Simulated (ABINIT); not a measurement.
# Beyond one shot: SiC (P6_3mc)

Wanted: G0W0 and self-consistent gaps of SiC (P6_3mc), with the cost of the cycles.

Method: PBE and many-body steps on it, plane waves, in ABINIT 10.8.3.

**Experimental background.**

- Gap 3.33 eV: band gap at cryogenic temperature; bulk crystal (literature value) (quoted in “Silicon carbide diodes for neutron detection”, 2020, arxiv:2009.14696).

## (1) Starting point

Symmetry: P6_3mc, No. 186, hexagonal system. Conventional cell: a = 3.074 Å, b = 3.074 Å, c = 5.045 Å, α = 90.00°, β = 90.00°, γ = 120.00°. Si has 4 C at 1.88 to 1.90 Å nearest. C has 4 Si at 1.88 to 1.90 Å nearest. Farther neighbours are not listed.

The cell and positions are those that the Materials Project relaxed with its own functionals (PBE, PBE+U or r2SCAN), kept fixed.

## (2) Empty states on the mesh, 6×6×4 mesh, 167 bands

This step: ABINIT 10.8.3; DFT, PBE, plane waves, norm-conserving pseudopotentials.

The sums over transitions need many empty states on a uniform mesh; this step solves for them.

The input, run.abi:

```
acell 3*1.0 Angstrom
rprim 
  3.073513928196 0.000000000001 0.000000000000
  -1.536756964099 2.661741140703 0.000000000000
  0.000000000000 0.000000000000 5.045247710000
ntypat 2
znucl 14 6
natom 4
typat 1 1 2 2
xred 
  0.333333333333 0.666666666667 0.499602400000
  0.666666666667 0.333333333333 0.999602400000
  0.333333333333 0.666666666667 0.875397600000
  0.666666666667 0.333333333333 0.375397600000
pp_dirpath "pseudos"
pseudos "Si.upf, C.upf"
ecut 37
ngkpt 6 6 4
nshiftk 1
shiftk 0 0 0
kptopt 1
chksymbreak 0
irdden 1
istwfk *1
nband 167
prtvol 0
optdriver 6
gwr_task "HDIAGO"
paral_kgb 0
occopt 1
indata_prefix "in"
outdata_prefix "out"
tmpdata_prefix "tmp"
```

On the command line:

```
> OMP_NUM_THREADS=1 mpirun -n 8 abinit run.abi > log
```

The program printed:

```text
.Version 10.8.3 of ABINIT. v10.8.2 released Aug 2026.

 Symmetries : space group P6_3 m c (#186); Bravais hP (primitive hexag.)
[... echo of the input left out ...]
== DATASET  1 ==================================================================
-   mpi_nproc: 8, omp_nthreads: 1 (-1 if OMP is not activated)

--- !DatasetInfo
iteration_state: {dtset: 1, }
dimensions: {natom: 4, nkpt: 21, mband: 167, nsppol: 1, nspinor: 1, nspden: 1, mpw: 3015, }
cutoff_energies: {ecut:  37.0, pawecutdg:  -1.0, }
[...]
Indirect band gap semiconductor
 Fundamental gap:     2.275 (eV)
   VBM:     7.012 (eV) at k: [ 0.0000E+00,  0.0000E+00,  0.0000E+00]
   CBM:     9.287 (eV) at k: [ 3.3333E-01,  3.3333E-01,  0.0000E+00]
 Direct gap:         3.985 (eV) at k: [ 5.0000E-01,  0.0000E+00,  0.0000E+00]

== END DATASET(S) ==============================================================
================================================================================

 -outvars: echo values of variables after computation  --------
           etotal      0.0000000000E+00
            nband         167
             nkpt          21
          spgroup         186
 [... the other variables as echoed above ...]

 Calculation completed.
```

The job ended after 65 s (8 MPI ranks of Arm Neoverse V1, shared host; peak memory 4.3 GiB).

Numbers from this step:

```yaml
gap: 2.275 eV
k_of_the_valence_top: 0, 0, 0
k_of_the_conduction_bottom: 0.3333, 0.3333, 0
least_direct_gap: 3.985 eV
k_points_computed: 21
lowest_point_of_the_top_converged_band_above_the_valence_top: 121.3569 eV
```

On this mesh the gap is 2.275 eV.

The density comes from a self-consistent run that is not shown.

## (3) Screening, 6×6×4 mesh, 159 bands, screening to 195.9 eV

The RPA dielectric matrix is built and inverted for each q.

This step: RPA screening on PBE, plane waves, norm-conserving pseudopotentials.

Changes to run.abi since step 2:

```diff
@@ -22,10 +22,11 @@
 chksymbreak 0
-irdden 1
 istwfk *1
-nband 167
-prtvol 0
-optdriver 6
-gwr_task "HDIAGO"
-paral_kgb 0
 occopt 1
+irdwfk 1
+optdriver 3
+nband 159
+ecuteps 7.2
+inclvkb 2
+awtr 1
+symchi 1
 indata_prefix "in"
```

The program printed:

```text
.Version 10.8.3 of ABINIT. v10.8.2 released Aug 2026.

 Symmetries : space group P6_3 m c (#186); Bravais hP (primitive hexag.)
[... echo of the input left out ...]
== DATASET  1 ==================================================================
-   mpi_nproc: 8, omp_nthreads: 1 (-1 if OMP is not activated)

--- !DatasetInfo
iteration_state: {dtset: 1, }
dimensions: {natom: 4, nkpt: 21, mband: 159, nsppol: 1, nspinor: 1, nspden: 1, mpw: 3015, }
cutoff_energies: {ecut:  37.0, pawecutdg:  -1.0, }
electrons: {nelect:   1.60000000E+01, charge:   0.00000000E+00, occopt:   1.00000000E+00, tsmear:   1.00000000E-02, }

 SCREENING: Calculation of the susceptibility and dielectric matrices

 Based on a program developped by R.W. Godby, V. Olevano, G. Onida, and L. Reining.
 Incorporated in ABINIT by V. Olevano, G.-M. Rignanese, and M. Torrent.
.Using double precision arithmetic ; gwpc =  8

[... cell and pseudopotentials left out ...]
--------------------------------------------------------------------------------

 ==== K-mesh for the wavefunctions ====
 Number of points in the irreducible wedge :    21
[... list of points left out ...]
 Together with 12 symmetry operations and time-reversal symmetry
 yields   144 points in the full Brillouin Zone.

 ==== Q-mesh for the screening function ====
 Number of points in the irreducible wedge :    21
[... list of points left out ...]
 Together with 12 symmetry operations and time-reversal symmetry
 yields   144 points in the full Brillouin Zone.

 setmesh: FFT mesh size selected  =    20x   20x   40
          total number of points  =        16000

 vcoul_init : cutoff-mode = AUXILIARY_FUNCTION
 q-points for optical limit:   1
     1)      0.000010    0.000020    0.000030

- screening: taking advantage of time-reversal symmetry
- Maximum band index for partially occupied states nbvw = 8
- Remaining bands to be divided among processors   nbcw = 151
- Number of bands treated by each node ~18

 Number of electrons calculated from density =   16.0000; Expected =   16.0000
 average of density, n =  0.057443
 r_s =    1.6078
 omega_plasma =   23.1193 [eV]

 calculating chi0 at frequencies [eV] :
  1    0.000000E+00    0.000000E+00
  2    0.000000E+00    2.311935E+01

--------------------------------------------------------------------------------
  q-point number  1        q = ( 0.000000, 0.000000, 0.000000) [r.l.u.]
--------------------------------------------------------------------------------
[... chi0 elements left out ...]
 For q-point:  0.000010 0.000020 0.000030
  dielectric constant =   6.8554
  dielectric constant without local fields =   7.5084

  Average fulfillment of the sum rule on Im[epsilon] for q-point    1 :     90.65  [%]
[... wings left out ...]
  q-point number  2        q = ( 0.166667, 0.000000, 0.000000) [r.l.u.]
--------------------------------------------------------------------------------
[... chi0 elements left out ...]
  Average fulfillment of the sum rule on Im[epsilon] for q-point    2 :     94.34  [%]

 [... 19 further q-points ...]
```

Wall time 91 s (8 MPI ranks); peak memory 2.1 GiB; 12 min of CPU time.

This step gave:

```
ε∞ with local fields, on this mesh, along the program's q direction : 6.855
the same without local fields                                       : 7.508
plasma frequency                                                    : 23.12 eV
plane waves in the screening matrix                                 : 251
```

Local fields lower ε∞ by 9 %.

## (4) G0W0

The self-energy is evaluated for the states that the input lists, and the levels follow from it, in one-shot runs by the linearised quasiparticle equation.

This step: G0W0 on PBE, plane waves, norm-conserving pseudopotentials.

Changes to run.abi since step 3:

```diff
@@ -25,8 +25,19 @@
 irdwfk 1
-optdriver 3
+optdriver 4
 nband 159
+gwcalctyp 0
+ecutsigx 37
+symsigma 1
+nkptgw 3
+kptgw 
+  0.0000000000 0.0000000000 0.0000000000
+  0.3333333333 0.3333333333 0.0000000000
+  0.5000000000 0.0000000000 0.0000000000
+bdgw 
+  7 10
+  6 10
+  7 10
 ecuteps 7.2
-inclvkb 2
-awtr 1
-symchi 1
+irdscr 1
+ppmodel 1
 indata_prefix "in"
```

The program printed:

```text
.Version 10.8.3 of ABINIT. v10.8.2 released Aug 2026.

 Symmetries : space group P6_3 m c (#186); Bravais hP (primitive hexag.)
[... echo of the input left out ...]
== DATASET  1 ==================================================================
-   mpi_nproc: 8, omp_nthreads: 1 (-1 if OMP is not activated)

--- !DatasetInfo
iteration_state: {dtset: 1, }
dimensions: {natom: 4, nkpt: 21, mband: 159, nsppol: 1, nspinor: 1, nspden: 1, mpw: 3015, }
cutoff_energies: {ecut:  37.0, pawecutdg:  -1.0, }
electrons: {nelect:   1.60000000E+01, charge:   0.00000000E+00, occopt:   1.00000000E+00, tsmear:   1.00000000E-02, }

 SIGMA: Calculation of the GW corrections

 Based on a program developped by R.W. Godby, V. Olevano, G. Onida, and L. Reining.
 Incorporated in ABINIT by V. Olevano, G.-M. Rignanese, and M. Torrent.
.Using double precision arithmetic ; gwpc =  8

[... cell and pseudopotentials left out ...]
--------------------------------------------------------------------------------

 ==== K-mesh for the wavefunctions ====
 Number of points in the irreducible wedge :    21
[... list of points left out ...]
 Together with 12 symmetry operations and time-reversal symmetry
 yields   144 points in the full Brillouin Zone.

 ==== Q-mesh for screening function ====
 Number of points in the irreducible wedge :    21
[... list of points left out ...]
 Together with 12 symmetry operations and time-reversal symmetry
 yields   144 points in the full Brillouin Zone.

 vcoul_init : cutoff-mode = AUXILIARY_FUNCTION
 q-points for optical limit:   1
     1)      0.000010    0.000020    0.000030
 setmesh: FFT mesh size selected  =    27x   27x   54
          total number of points  =        39366

 Number of electrons calculated from density =   16.0000; Expected =   16.0000
 average of density, n =  0.057443
 r_s =    1.6078
 omega_plasma =   23.1193 [eV]

 === KS Band Gaps ===
  >>>> For spin  1
   Minimum direct gap =   3.9851 [eV], located at k-point      :   0.5000  0.0000  0.0000
   Fundamental gap    =   2.2753 [eV], Top of valence bands at :   0.0000  0.0000  0.0000
                                       Bottom of conduction at :   0.3333  0.3333  0.0000
 SIGMA fundamental parameters:
 PLASMON POLE MODEL  1
 number of plane-waves for SigmaX                 2973
 number of plane-waves for SigmaC and W            251
 number of plane-waves for wavefunctions          2973
 number of bands                                   159
 number of independent spin polarizations            1
 number of spinorial components                      1
 number of k-points in IBZ                          21
 number of q-points in IBZ                          21
 number of symmetry operations                      12
 number of k-points in BZ                          144
 number of q-points in BZ                          144
 number of frequencies for dSigma/dE                 9
 frequency step for dSigma/dE [eV]                0.25
 number of omega for Sigma on real axis              0
 max omega for Sigma on real axis  [eV]           0.00
 zcut for avoiding poles [eV]                     0.10

 EPSILON^-1 parameters (SCR file):
 dimension of the eps^-1 matrix on file            251
 dimension of the eps^-1 matrix used               251
 number of plane-waves for wavefunctions          2973
 number of bands                                   159
 number of q-points in IBZ                          21
 number of frequencies                               2
 number of real frequencies                          1
 number of imag frequencies                          1

 matrix elements of self-energy operator (all in [eV])

 Perturbative Calculation

--- !SelfEnergy_ee
iteration_state: {dtset: 1, }
kpoint     : [   0.000,    0.000,    0.000, ]
spin       : 1
KS_gap     :    4.820
QP_gap     :    5.695
Delta_QP_KS:    0.875
data: !SigmaeeData |
     Band     E0 <VxcDFT>   SigX SigC(E0)      Z dSigC/dE  Sig(E)    E-E0       E
        7   7.012 -15.027 -17.600   1.955   0.793  -0.262 -15.517  -0.490   6.522
        8   7.012 -15.027 -17.600   1.955   0.793  -0.262 -15.517  -0.490   6.522
        9  11.832 -12.163  -6.994  -4.692   0.807  -0.240 -11.778   0.385  12.218
       10  13.231 -12.779  -7.194  -5.129   0.793  -0.260 -12.417   0.362  13.594

--- !SelfEnergy_ee
iteration_state: {dtset: 1, }
kpoint     : [   0.333,    0.333,    0.000, ]
spin       : 1
KS_gap     :    6.117
QP_gap     :    7.168
Delta_QP_KS:    1.051
data: !SigmaeeData |
     Band     E0 <VxcDFT>   SigX SigC(E0)      Z dSigC/dE  Sig(E)    E-E0       E
        6   2.959 -13.062 -17.039   2.884   0.781  -0.281 -13.916  -0.854   2.105
        7   2.959 -13.062 -17.039   2.884   0.781  -0.281 -13.916  -0.854   2.105
[...]
--- !SelfEnergy_ee
iteration_state: {dtset: 1, }
kpoint     : [   0.500,    0.000,    0.000, ]
spin       : 1
KS_gap     :    3.985
QP_gap     :    4.883
Delta_QP_KS:    0.898
data: !SigmaeeData |
     Band     E0 <VxcDFT>   SigX SigC(E0)      Z dSigC/dE  Sig(E)    E-E0       E
[...]
8   5.813 -14.520 -17.600   2.260   0.790  -0.266 -15.167  -0.647   5.166
        9   9.798 -10.579  -6.048  -4.225   0.821  -0.218 -10.328   0.251  10.049
       10  11.240 -11.760  -6.959  -4.311   0.809  -0.236 -11.363   0.397  11.636

== END DATASET(S) ==============================================================
================================================================================

 -outvars: echo values of variables after computation  --------
           etotal      0.0000000000E+00
            nband         159
             nkpt          21
          spgroup         186
 [... the other variables as echoed above ...]

 Calculation completed.
```

Wall time 26 s (8 MPI ranks); peak memory 2.2 GiB.

Numbers from this step:

| Quantity | Value |
| --- | --- |
| G0W0 gap on the points computed | 2.956 eV |
| starting gap on the mesh | 2.275 eV |
| k of the valence top | 0, 0, 0 |
| k of the conduction bottom | 0.3333, 0.3333, 0 |
| Z at the valence top | 0.793 |
| Z at the conduction bottom | 0.824 |
| least direct G0W0 gap on the computed points | 4.883 eV |

The gap on the mesh goes from 2.28 eV to 2.96 eV, a correction of +0.68 eV.

(Continued in part 2 of 2.)

[Paths, hosts, dates, memory and timing lines, banners, echoed tables and standing remarks are left out of the program output.]

[Logs are printed without paths, hosts, clocks, repeated set-up lines and the standing remarks that a program may print on its own settings, such as how far it seeks lower states.]

[Runs of the session that timed out or met a known fault of the program may be left out.]

[Hosts, paths, dates, database ids (printed as entryN), source tags and the programs' standing remarks are cut or masked in the printed files.]

[G0W0 gaps are taken among the corrected bands and points alone; a level outside them can change the order at an edge.]

[Where Ansatz stands beside ABINIT at settings called matched, ABINIT's density can come from a denser mesh and the files from another edition; pairs whose starting gaps differed by over 0.03 eV were left out, so agreement reads better than it is.]
